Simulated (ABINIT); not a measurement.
# NaMgF3 (Pm-3m): G0W0 with ABINIT, start to end, part 3 of 3

Aim: the G0W0 gap of NaMgF3 (Pm-3m) on LDA, step by step.

ABINIT 10.8.3; LDA and many-body steps on it, plane waves. Known limits of the many-body steps: not at the basis limit; coarse k mesh.

So far. Step 4 (Empty states on the mesh, 2×2×2 mesh, 49 bands): On this mesh the gap is 5.650 eV. Step 5 (Screening, 2×2×2 mesh, 45 bands, screening to 87.1 eV): Local fields lower ε∞ by 3 %. On a Γ-centred mesh this coarse the value itself is usually too large, while a short band sum pulls it down.

### Step 6. Self-energy, 2×2×2 mesh, 45 bands, screening to 87.1 eV

The self-energy is evaluated for the states that the input lists, and the levels follow from it, in one-shot runs by the linearised quasiparticle equation.

This step: G0W0 on LDA, plane waves, norm-conserving pseudopotentials.

The input, run.abi:

```
acell 3*1.0 Angstrom
rprim 
  3.950839000000 0.000000000000 0.000000000000
  0.000000000000 3.950839000000 0.000000000000
  0.000000000000 0.000000000000 3.950839000000
ntypat 3
znucl 11 12 9
natom 5
typat 1 2 3 3 3
xred 
  0.000000000000 0.000000000000 0.000000000000
  0.500000000000 0.500000000000 0.500000000000
  0.500000000000 0.500000000000 0.000000000000
  0.500000000000 0.000000000000 0.500000000000
  0.000000000000 0.500000000000 0.500000000000
pp_dirpath "pseudos"
pseudos "Na.upf, Mg.upf, F.upf"
ecut 38
ngkpt 2 2 2
nshiftk 1
shiftk 0 0 0
kptopt 1
chksymbreak 0
istwfk *1
occopt 1
irdwfk 1
optdriver 4
nband 45
gwcalctyp 0
ecutsigx 38
symsigma 1
nkptgw 2
kptgw 
  0.5000000000 0.5000000000 0.5000000000
  0.0000000000 0.0000000000 0.0000000000
bdgw 
  18 24
  18 22
ecuteps 3.2
irdscr 1
ppmodel 1
indata_prefix "in"
outdata_prefix "out"
tmpdata_prefix "tmp"
```

Run with:

```console
$ OMP_NUM_THREADS=1 mpirun -n 4 abinit run.abi > log
```

Numbers of over 12 decimals in the logs are rounded to 6 here.

The log of the run:

```text
.Version 10.8.3 of ABINIT. v10.8.2 released Aug 2026.

 Symmetries : space group Pm -3 m (#221); Bravais cP (primitive cubic)
[... echo of the input left out ...]
== DATASET  1 ==================================================================
-   mpi_nproc: 4, omp_nthreads: 1 (-1 if OMP is not activated)

--- !DatasetInfo
iteration_state: {dtset: 1, }
dimensions: {natom: 5, nkpt: 4, mband: 45, nsppol: 1, nspinor: 1, nspden: 1, mpw: 4700, }
cutoff_energies: {ecut:  38.0, pawecutdg:  -1.0, }
electrons: {nelect:   4.00000000E+01, charge:   0.00000000E+00, occopt:   1.00000000E+00, tsmear:   1.00000000E-02, }

 SIGMA: Calculation of the GW corrections

 Based on a program developped by R.W. Godby, V. Olevano, G. Onida, and L. Reining.
 Incorporated in ABINIT by V. Olevano, G.-M. Rignanese, and M. Torrent.
.Using double precision arithmetic ; gwpc =  8

[... cell and pseudopotentials left out ...]
--------------------------------------------------------------------------------

 ==== K-mesh for the wavefunctions ====
 Number of points in the irreducible wedge :     4
[... list of points left out ...]
 Together with 48 symmetry operations and time-reversal symmetry
 yields     8 points in the full Brillouin Zone.

 ==== Q-mesh for screening function ====
 Number of points in the irreducible wedge :     4
[... list of points left out ...]
 Together with 48 symmetry operations and time-reversal symmetry
 yields     8 points in the full Brillouin Zone.

 vcoul_init : cutoff-mode = AUXILIARY_FUNCTION
 q-points for optical limit:   1
     1)      0.000010    0.000020    0.000030
 setmesh: FFT mesh size selected  =    45x   45x   45
          total number of points  =        91125

 Number of electrons calculated from density =   40.0000; Expected =   40.0000
 average of density, n =  0.096116
 r_s =    1.3543
 omega_plasma =   29.9057 [eV]

 === KS Band Gaps ===
  >>>> For spin  1
   Minimum direct gap =   6.1069 [eV], located at k-point      :   0.0000  0.0000  0.0000
   Fundamental gap    =   5.6505 [eV], Top of valence bands at :   0.5000  0.5000  0.5000
                                       Bottom of conduction at :   0.0000  0.0000  0.0000
 SIGMA fundamental parameters:
 PLASMON POLE MODEL  1
 number of plane-waves for SigmaX                 4697
 number of plane-waves for SigmaC and W            123
 number of plane-waves for wavefunctions          4697
 number of bands                                    45
 number of independent spin polarizations            1
 number of spinorial components                      1
 number of k-points in IBZ                           4
 number of q-points in IBZ                           4
 number of symmetry operations                      48
 number of k-points in BZ                            8
 number of q-points in BZ                            8
 number of frequencies for dSigma/dE                 9
 frequency step for dSigma/dE [eV]                0.25
 number of omega for Sigma on real axis              0
 max omega for Sigma on real axis  [eV]           0.00
 zcut for avoiding poles [eV]                     0.10

 EPSILON^-1 parameters (SCR file):
 dimension of the eps^-1 matrix on file            123
 dimension of the eps^-1 matrix used               123
 number of plane-waves for wavefunctions          4697
 number of bands                                    45
 number of q-points in IBZ                           4
 number of frequencies                               2
 number of real frequencies                          1
 number of imag frequencies                          1

 matrix elements of self-energy operator (all in [eV])

 Perturbative Calculation

--- !SelfEnergy_ee
iteration_state: {dtset: 1, }
kpoint     : [   0.500,    0.500,    0.500, ]
spin       : 1
KS_gap     :    9.965
QP_gap     :   14.971
Delta_QP_KS:    5.005
data: !SigmaeeData |
     Band     E0 <VxcDFT>   SigX SigC(E0)      Z dSigC/dE  Sig(E)    E-E0       E
       18  -1.120 -22.707 -30.255   4.841   0.820  -0.220 -24.926  -2.220  -3.340
       19  -1.120 -22.707 -30.255   4.841   0.820  -0.220 -24.926  -2.220  -3.340
       20  -1.120 -22.707 -30.255   4.841   0.820  -0.220 -24.926  -2.220  -3.340
       21   8.845  -8.476  -3.052  -2.349   0.906  -0.104  -5.690   2.786  11.631
       22  11.369 -10.675  -4.721  -2.456   0.895  -0.117  -7.545   3.130  14.500
       23  11.369 -10.675  -4.721  -2.456   0.895  -0.117  -7.545   3.130  14.500
       24  11.369 -10.675  -4.721  -2.456   0.895  -0.117  -7.545   3.130  14.500

--- !SelfEnergy_ee
iteration_state: {dtset: 1, }
kpoint     : [   0.000,    0.000,    0.000, ]
spin       : 1
KS_gap     :    6.107
QP_gap     :   10.867
Delta_QP_KS:    4.760
data: !SigmaeeData |
     Band     E0 <VxcDFT>   SigX SigC(E0)      Z dSigC/dE  Sig(E)    E-E0       E
       18  -1.576 -22.397 -29.913   4.767   0.821  -0.218 -24.654  -2.257  -3.833
       19  -1.576 -22.397 -29.913   4.767   0.821  -0.218 -24.654  -2.257  -3.833
       20  -1.576 -22.397 -29.913   4.767   0.821  -0.218 -24.654  -2.257  -3.833
       21   4.530 -10.163  -5.208  -2.179   0.902  -0.109  -7.660   2.503   7.034
       22  11.776 -12.005  -5.502  -2.535   0.900  -0.111  -8.434   3.570  15.347

== END DATASET(S) ==============================================================
================================================================================

 -outvars: echo values of variables after computation  --------
           etotal      0.0000000000E+00
            nband          45
             nkpt           4
          spgroup         221
 [... the other variables as echoed above ...]

 Calculation completed.
```

The job ended after 3.9 s (4 MPI ranks of Arm Neoverse V1, shared host; peak memory 0.69 GiB; 15 s of CPU time).

This step gave:

* G0W0 gap on the points computed: 10.37 eV
* starting gap on the mesh: 5.650 eV
* k of the valence top: 0.5, 0.5, 0.5
* k of the conduction bottom: 0, 0, 0
* Z at the valence top: 0.82
* Z at the conduction bottom: 0.902
* least direct G0W0 gap on the computed points: 10.87 eV

The gap on the mesh goes from 5.65 eV to 10.37 eV, a correction of +4.72 eV.

Limits: finite bands, cutoff and mesh; coarse k mesh. v1 is the top filled band, c1 the lowest empty one. The levels before and after the correction (eV, zero at the valence-band top of each column):

|  | conduction bottom | valence top |
| --- | --- | --- |
| Kohn-Sham | 5.65 | 0.00 |
| G0W0 | 10.37 | 0.00 |

```
                         level  energy (eV)
Kohn-Sham  (0.5 0.5 0.5) v3-v1        0.000
Kohn-Sham     (0.5 0.5 0.5) c1        9.965
Kohn-Sham  (0.5 0.5 0.5) c2-c4       12.489
Kohn-Sham              Γ v3-v1       -0.456
Kohn-Sham                 Γ c1        5.650
Kohn-Sham                 Γ c2       12.896
     G0W0  (0.5 0.5 0.5) v3-v1        0.000
     G0W0     (0.5 0.5 0.5) c1       14.971
     G0W0  (0.5 0.5 0.5) c2-c4       17.840
     G0W0              Γ v3-v1       -0.493
     G0W0                 Γ c1       10.374
     G0W0                 Γ c2       18.687
```

### Step 7. Where the time went

Times are wall times on 4 MPI ranks of Arm Neoverse V1, shared host, good to a factor of about two.

```
                          step   time  share  memory (GiB)
                  ground state   31 s   39 %          0.34
bands along the symmetry lines   33 s   41 %          0.36
      empty states on the mesh  6.9 s    9 %          0.28
                     screening  5.1 s    6 %          0.51
                   self-energy  3.9 s    5 %          0.69
```

### Step 8. Outcome

```yaml
lda_gap: 5.65 eV, indirect
g0w0_gap_on_the_mesh: 10.37 eV
gw_settings: 2×2×2 mesh, 45 bands, screening to 87.1 eV, Godby-Needs plasmon pole
known_limits: not at the basis limit; coarse k mesh
```

**Reading.** G0W0 moves the gap on the mesh from 5.65 eV to 10.37 eV (+4.72 eV), with Z of 0.82 and 0.90 at the edges. Local fields lower the RPA ε∞ on this mesh from 1.95 to 1.90; a Γ-centred mesh this coarse tends to raise both, most where the direct gap is narrow, while a short band sum lowers them. Only 2 of the mesh's irreducible points were corrected, so a valley elsewhere could overtake. Bands and cutoff are finite, so the gap is not at the basis limit. The miss can reach some tenths of an eV and take either sign; the mesh is an error of its own. In the G0W0 run levels were corrected at 2 k points alone, so a gap called «on the mesh» is the least over those, and an edge elsewhere would be missed. The 2×2×2 mesh is coarse for this cell, which bears on the long-range parts of exchange and screening. This is the ideal cubic cell; many perovskites, halides above all, are cubic only on average, and local tilts or off-centring can widen the gap.

[Paths, hosts, dates, memory and timing lines, banners, echoed tables and standing remarks are left out of the program output.]

[Logs are printed without paths, hosts, clocks, repeated set-up lines and the standing remarks that a program may print on its own settings, such as how far it seeks lower states.]

[Runs of the session that timed out or met a known fault of the program may be left out.]

[Hosts, paths, dates, database ids (printed as entryN), source tags and the programs' standing remarks are cut or masked in the printed files.]

[G0W0 gaps are taken among the corrected bands and points alone; a level outside them can change the order at an edge.]

[Where Ansatz stands beside ABINIT at settings called matched, ABINIT's density can come from a denser mesh and the files from another edition; pairs whose starting gaps differed by over 0.03 eV were left out, so agreement reads better than it is.]
